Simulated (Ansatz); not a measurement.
# P (layered bulk) (P6_3/mmc): band gap by G0W0 on PBEsol, part 2 of 3

Wanted: the gap of P (layered bulk) (P6_3/mmc) with a many-body correction, and the time that it takes.

Ansatz 0.2.0; PBEsol, then G0W0 on it, plane waves, PAW. Known limits of the many-body steps: finite bands, screening cutoff and k mesh; no spin-orbit coupling in G0W0.

So far. Step 2 (Relaxation): The program's warnings for this run: band table not solved further. The relaxed cell has a = 3.209, c = 9.958 Å (conventional setting).

**3. Bands along the symmetry lines**

Levels along a band path and on the mesh show where this functional puts the band edges.

This step: DFT, PBEsol, plane waves, PAW; PAW set soft_1.

The input, input.yaml:

```yaml
crystal:
  lattice:
    - [3.2086351658, 0.0, 0.0]
    - [-1.6043175829, 2.778759565, 0.0]
    - [0.0, 0.0, 9.9577943118]
  atoms:
    - { symbol: P, position: [0.3333333333, 0.6666666667, 0.3127686762] }
    - { symbol: P, position: [0.6666666667, 0.3333333333, 0.1872313238] }
    - { symbol: P, position: [0.6666666667, 0.3333333333, 0.8127686762] }
    - { symbol: P, position: [0.3333333333, 0.6666666667, 0.6872313238] }
kpoints:
  mp_grid: { grid: [12, 12, 2] }
  band_path:
    path:
      - [[0.0, 0.0, 0.0], [0.5, 0.0, 0.0], [0.33333333, 0.33333333, 0.0], [0.0, 0.0, 0.0], [0.0, 0.0, 0.5], [0.5, 0.0, 0.5], [0.33333333, 0.33333333, 0.5], [0.0, 0.0, 0.5]]
      - [[0.5, 0.0, 0.5], [0.5, 0.0, 0.0]]
      - [[0.33333333, 0.33333333, 0.5], [0.33333333, 0.33333333, 0.0]]
    npoints: 10
hamiltonian:
  xc: pbesol
  pseudopotentials: { kind: paw, azcp: { folder: soft_1 }, xc_functional: pbe }
scf:
  occupations: { method: fermi_dirac, width: 0.02 }
  n_extra_bands: 5
output:
  eigenvalues: true
  forces: true
  stress: true
  write_density: true
  write_potential: true
  elf: true
  volumetric_format: npy
```

Command:

```sh
ansatz run input.yaml --threads 3 --pin off --max-ram 92160MiB --backend cuda --events-out ev --progress --plain --runs-dir out --devices 1 --max-vram 13GiB
```

Numbers of over 12 decimals in the logs are rounded to 6 here.

Output:

```text
[...]
GPUs: using 1 of 1 available (devices: 1).
[...]
GPU FFT provider: cuFFT
GPU libraries: cuBLAS 13.8.2, cuFFT 12.4.0, cuSOLVER 12.3.4
Crystal: 4 atoms, lattice volume = 88.784 Å³
Basis set: ecut = 420 eV, 1761 PW (Γ), exchange–correlation on 48×48×144 points (8 copies of the dense FFT grid, shifted against one another)
Bands: 15, of which v1, the nominal top of the filled ones, is band 10 counted from 1 (9 counted from 0)
Symmetry: 24 space group operations
[...]
k-points: 38 of 288
[...]
GPU buffer pool allocated for 41472 grid points (all kernels)
[...]
SCF iter   1: F=—  HF=-2960.103598 eV  |F-HF|=—  |Δ(HF+E_count)|=         —  Δρ=3.56e-2  dr2=8.59e-1  ethr=3.10e-3  ⟨swp⟩=8.0  Hψ=4540  notcnv=0
[...]
SCF iter   6: F=-2959.827678 eV  HF=-2959.827678 eV  |F-HF|=3.80e-8  |Δ(HF+E_count)|=   2.96e-7  Δρ=7.39e-6  dr2=3.27e-8  ethr=5.00e-10  ⟨swp⟩=14.3  Hψ=6252  notcnv=0
SCF 1 converged in 6 iterations: F = -2959.827678 eV  dr2 = 3.27e-8
[...]
NSCF: frozen V_eff on 93 k-points, pencils in batches of 32, up to order 68
SCF converged after 6 iterations
Free energy (F): -2959.827678 eV
[...]
Internal energy: -2959.827678 eV  (E = F + TS)
E sigma→0 (E₀):  -2959.827678 eV
Fermi energy:    5.633409 eV
[...]
--- Forces (eV/Å), atoms counted from 1 ---
  atom   1  P      0.00000000    -0.00000000    -0.00820631
  atom   2  P     -0.00000000     0.00000000     0.00820631
  atom   3  P      0.00000000     0.00000000    -0.00820631
  atom   4  P      0.00000000    -0.00000000     0.00820631
  max |Σ_I F_I| component: 7.40e-17 eV/Å
--- Stress (GPa, compression-positive) ---
        1.790179       0.000000       0.000000
        0.000000       1.790179       0.000000
        0.000000       0.000000       2.107450
  P = ⅓ Tr σ = 1.8959 GPa (18.959 kbar)
--- Band table (eV; the first three rows and the last of 38) ---
  k-point 0: bands = [... 6 lower, 4.5155, 4.5465, 4.5465, 5.1232, 8.4983, 8.4983, 8.5834, 8.5834, ... 1 higher]
  k-point 1: bands = [... 6 lower, 4.5309, 4.5309, 4.5309, 4.5309, 8.5406, 8.5406, 8.5406, 8.5406, ... 1 higher]
  k-point 2: bands = [... 6 lower, 3.6135, 4.2382, 4.2707, 5.1711, 8.1730, 8.2932, 8.8407, 8.9388, ... 1 higher]
  k-point 37: bands = [... 6 lower, 2.3204, 2.3204, 2.8774, 2.8774, 6.2982, 6.2982, 9.8071, 9.8071, ... 1 higher]
```

Wall time 5.8 s (1 × NVIDIA H100 80GB HBM3 (shared by 6 runs) with 3 threads of AMD EPYC 7R13 (Zen 3), shared host); peak memory 0.91 GiB; 6.3 s of CPU time.

This step gave:

```
pressure             : 1.896 GPa
filled bands         : 10
gap                  : 0.6164 eV
valence top at       : k = (0.133, 0.133, 0.000)
conduction bottom at : k = (0.350, 0.000, 0.000)
least direct gap     : 1.144 eV
```

Over mesh and path the gap is 0.616 eV, from k = (0.133, 0.133, 0.000) to k = (0.350, 0.000, 0.000). The least direct gap found is 1.144 eV, at k = (0.300, 0.000, 0.000).

The electronic bands at the labelled points (eV, zero at the top of the highest nominally filled band):

| point | band 7 | band 8 | band 9 | band 10 | band 11 | band 12 | band 13 | band 14 |
| --- | --- | --- | --- | --- | --- | --- | --- | --- |
| Γ | -0.79 | -0.76 | -0.76 | -0.18 | 3.19 | 3.19 | 3.28 | 3.28 |
| halfway | -2.25 | -2.21 | -1.95 | -0.07 | 1.24 | 1.67 | 3.80 | 4.56 |
| M | -3.12 | -3.08 | -2.83 | -1.96 | 0.95 | 1.23 | 1.63 | 3.48 |
| halfway | -3.85 | -3.17 | -2.72 | -1.88 | 1.40 | 2.45 | 3.15 | 3.37 |
| K | -3.07 | -3.07 | -2.31 | -2.31 | 0.64 | 1.43 | 3.73 | 3.73 |
| halfway | -3.69 | -3.63 | -1.81 | -0.10 | 2.28 | 3.24 | 3.25 | 3.71 |
| Γ | -0.79 | -0.76 | -0.76 | -0.18 | 3.19 | 3.19 | 3.28 | 3.28 |
| halfway | -0.78 | -0.76 | -0.76 | -0.62 | 3.21 | 3.21 | 3.27 | 3.27 |
| A | -0.77 | -0.77 | -0.77 | -0.77 | 3.24 | 3.24 | 3.24 | 3.24 |
| halfway | -2.23 | -2.23 | -1.02 | -1.02 | 1.43 | 1.43 | 4.12 | 4.12 |
| L | -3.10 | -3.10 | -2.39 | -2.39 | 1.11 | 1.11 | 2.46 | 2.46 |
| halfway | -3.59 | -3.59 | -2.27 | -2.27 | 1.92 | 1.92 | 3.56 | 3.56 |
| H | -2.98 | -2.98 | -2.43 | -2.43 | 0.99 | 0.99 | 4.50 | 4.50 |
| halfway | -3.66 | -3.66 | -0.95 | -0.95 | 2.66 | 2.66 | 3.49 | 3.49 |
| A | -0.77 | -0.77 | -0.77 | -0.77 | 3.24 | 3.24 | 3.24 | 3.24 |
| jump to L | -3.10 | -3.10 | -2.39 | -2.39 | 1.11 | 1.11 | 2.46 | 2.46 |
| halfway | -3.11 | -3.09 | -2.69 | -2.09 | 1.01 | 1.20 | 1.86 | 3.14 |
| M | -3.12 | -3.08 | -2.83 | -1.96 | 0.95 | 1.23 | 1.63 | 3.48 |
| jump to H | -2.98 | -2.98 | -2.43 | -2.43 | 0.99 | 0.99 | 4.50 | 4.50 |
| halfway | -3.03 | -3.03 | -2.36 | -2.36 | 0.73 | 1.29 | 3.97 | 3.97 |
| K | -3.07 | -3.07 | -2.31 | -2.31 | 0.64 | 1.43 | 3.73 | 3.73 |

Valence density in the ac plane at fractional y = 0.333, with atoms of P within 0.2 Å of it. It is the smooth field of the valence electrons, not physical close to the nuclei.

Values in e/Å³, 24 rows by 14 columns, each cell a mean:
```
0.03 0.02 0.02 0.02 0.02 0.04 0.05 0.07 0.08 0.09 0.09 0.08 0.06 0.04
0.07 0.04 0.04 0.04 0.06 0.09 0.15 0.21 0.28 0.31 0.30 0.25 0.18 0.12
0.16 0.10 0.07 0.08 0.12 0.22 0.36 0.52 0.64 0.70 0.68 0.59 0.45 0.29
0.27 0.17 0.13 0.14 0.22 0.38 0.56 0.64 0.53 0.42 0.46 0.60 0.62 0.48
0.38 0.26 0.22 0.23 0.31 0.48 0.64 0.61 0.36 0.16 0.23 0.49 0.66 0.58
0.44 0.36 0.33 0.34 0.40 0.51 0.63 0.67 0.60 0.50 0.54 0.64 0.66 0.57
0.43 0.42 0.41 0.42 0.43 0.44 0.46 0.46 0.46 0.45 0.45 0.46 0.45 0.44
0.36 0.40 0.41 0.41 0.38 0.33 0.28 0.24 0.21 0.20 0.20 0.22 0.25 0.30
0.24 0.28 0.31 0.30 0.27 0.21 0.16 0.12 0.10 0.08 0.09 0.10 0.13 0.18
0.12 0.14 0.16 0.15 0.13 0.10 0.08 0.06 0.04 0.04 0.04 0.05 0.06 0.09
0.05 0.06 0.06 0.06 0.05 0.04 0.03 0.02 0.02 0.02 0.02 0.02 0.03 0.04
0.02 0.03 0.03 0.03 0.03 0.02 0.02 0.01 0.01 0.01 0.01 0.01 0.02 0.02
0.03 0.04 0.04 0.04 0.03 0.03 0.02 0.02 0.01 0.01 0.01 0.02 0.02 0.02
0.08 0.09 0.10 0.10 0.08 0.07 0.05 0.04 0.03 0.02 0.03 0.03 0.04 0.06
0.17 0.21 0.23 0.22 0.19 0.15 0.11 0.08 0.06 0.05 0.06 0.07 0.09 0.13
0.30 0.35 0.37 0.36 0.33 0.27 0.21 0.17 0.14 0.13 0.13 0.15 0.18 0.23
0.40 0.42 0.43 0.42 0.42 0.39 0.36 0.33 0.32 0.30 0.31 0.32 0.34 0.37
0.44 0.40 0.38 0.39 0.42 0.48 0.55 0.59 0.58 0.55 0.56 0.59 0.57 0.51
0.42 0.31 0.27 0.28 0.36 0.51 0.66 0.66 0.49 0.32 0.38 0.58 0.68 0.59
0.33 0.22 0.17 0.19 0.27 0.44 0.61 0.60 0.37 0.18 0.25 0.49 0.64 0.54
0.22 0.13 0.10 0.11 0.17 0.30 0.48 0.63 0.68 0.66 0.66 0.67 0.57 0.39
0.11 0.07 0.05 0.06 0.09 0.15 0.25 0.36 0.47 0.53 0.51 0.42 0.31 0.20
0.04 0.03 0.02 0.03 0.04 0.06 0.09 0.12 0.16 0.17 0.17 0.14 0.11 0.07
0.02 0.02 0.01 0.01 0.02 0.03 0.04 0.05 0.06 0.06 0.06 0.05 0.04 0.03
```
Columns run along a (3.2 Å), rows up along c (10.0 Å). Atoms in or near the plane, at fractional coordinates: P at (0.67, 0.19), P at (0.67, 0.81).

ELF in the ac plane at fractional y = 0.333, with atoms of P within 0.2 Å of it. It is the smooth field of the valence electrons, not physical close to the nuclei.

Values, 24 rows by 14 columns, each cell a mean:
```
0.09 0.04 0.02 0.02 0.06 0.14 0.24 0.32 0.38 0.41 0.40 0.36 0.29 0.19
0.38 0.13 0.05 0.07 0.24 0.57 0.79 0.89 0.93 0.94 0.94 0.91 0.85 0.71
0.56 0.24 0.10 0.14 0.40 0.74 0.88 0.93 0.94 0.94 0.94 0.94 0.91 0.84
0.60 0.33 0.18 0.22 0.47 0.73 0.79 0.68 0.44 0.31 0.36 0.56 0.76 0.79
0.64 0.43 0.31 0.35 0.54 0.72 0.72 0.46 0.10 0.01 0.03 0.25 0.63 0.75
0.68 0.56 0.48 0.51 0.63 0.74 0.76 0.67 0.43 0.24 0.31 0.55 0.73 0.76
0.68 0.63 0.58 0.60 0.66 0.69 0.67 0.62 0.54 0.47 0.49 0.57 0.65 0.69
0.65 0.67 0.66 0.66 0.66 0.61 0.51 0.39 0.30 0.26 0.27 0.33 0.44 0.56
0.65 0.74 0.77 0.75 0.69 0.56 0.38 0.22 0.13 0.09 0.10 0.15 0.28 0.47
0.58 0.71 0.75 0.73 0.64 0.46 0.27 0.12 0.05 0.03 0.04 0.07 0.16 0.35
0.27 0.36 0.41 0.39 0.32 0.21 0.11 0.05 0.02 0.01 0.02 0.03 0.06 0.14
0.04 0.05 0.06 0.06 0.05 0.03 0.02 0.01 0.01 0.01 0.01 0.01 0.02 0.03
0.10 0.14 0.16 0.16 0.13 0.08 0.05 0.02 0.01 0.01 0.01 0.02 0.03 0.06
0.45 0.58 0.63 0.61 0.52 0.35 0.19 0.08 0.04 0.02 0.02 0.05 0.11 0.24
0.64 0.74 0.78 0.77 0.69 0.52 0.33 0.16 0.08 0.05 0.06 0.10 0.22 0.41
0.65 0.71 0.72 0.71 0.68 0.58 0.43 0.29 0.19 0.15 0.16 0.22 0.34 0.51
0.66 0.65 0.62 0.63 0.65 0.65 0.59 0.51 0.43 0.38 0.39 0.45 0.54 0.62
0.69 0.61 0.55 0.57 0.65 0.72 0.73 0.69 0.56 0.43 0.48 0.62 0.72 0.73
0.66 0.50 0.40 0.44 0.59 0.73 0.75 0.57 0.24 0.07 0.12 0.39 0.69 0.76
0.61 0.38 0.24 0.28 0.50 0.72 0.73 0.49 0.14 0.03 0.06 0.29 0.65 0.75
0.59 0.29 0.14 0.18 0.44 0.74 0.85 0.85 0.78 0.71 0.74 0.82 0.86 0.82
0.50 0.20 0.08 0.11 0.34 0.70 0.87 0.94 0.96 0.97 0.96 0.95 0.91 0.81
0.23 0.08 0.04 0.05 0.14 0.36 0.56 0.69 0.76 0.79 0.78 0.73 0.64 0.47
0.04 0.02 0.01 0.01 0.03 0.05 0.08 0.11 0.13 0.14 0.14 0.12 0.10 0.07
```
Columns run along a (3.2 Å), rows up along c (10.0 Å). Atoms in or near the plane, at fractional coordinates: P at (0.67, 0.19), P at (0.67, 0.81).

(Continued in part 3 of 3.)

[Paths, hosts, dates, memory and timing lines, banners, echoed tables and standing remarks are left out of the program output.]

[Logs are printed without paths, hosts, clocks, repeated set-up lines and the standing remarks that a program may print on its own settings, such as how far it seeks lower states.]

[Runs of the session that timed out or met a known fault of the program may be left out.]

[Cells called generated may have been cut or substituted from an entry of the Crystallography Open Database or the Materials Project.]

[Hosts, paths, dates, database ids (printed as entryN), source tags and the programs' standing remarks are cut or masked in the printed files.]

[Where an RPA ε∞ is given, it is that of the G0W0 mesh and is not shown converged in it. Names of k-points follow the symmetry that the program found, which can be lower than the space group named. Band edges on a path are those of the sampled points; other points can move an edge, and change direct to indirect where valleys lie close.]

[Hybrid gaps are those of their k-mesh and are not shown converged in it.]
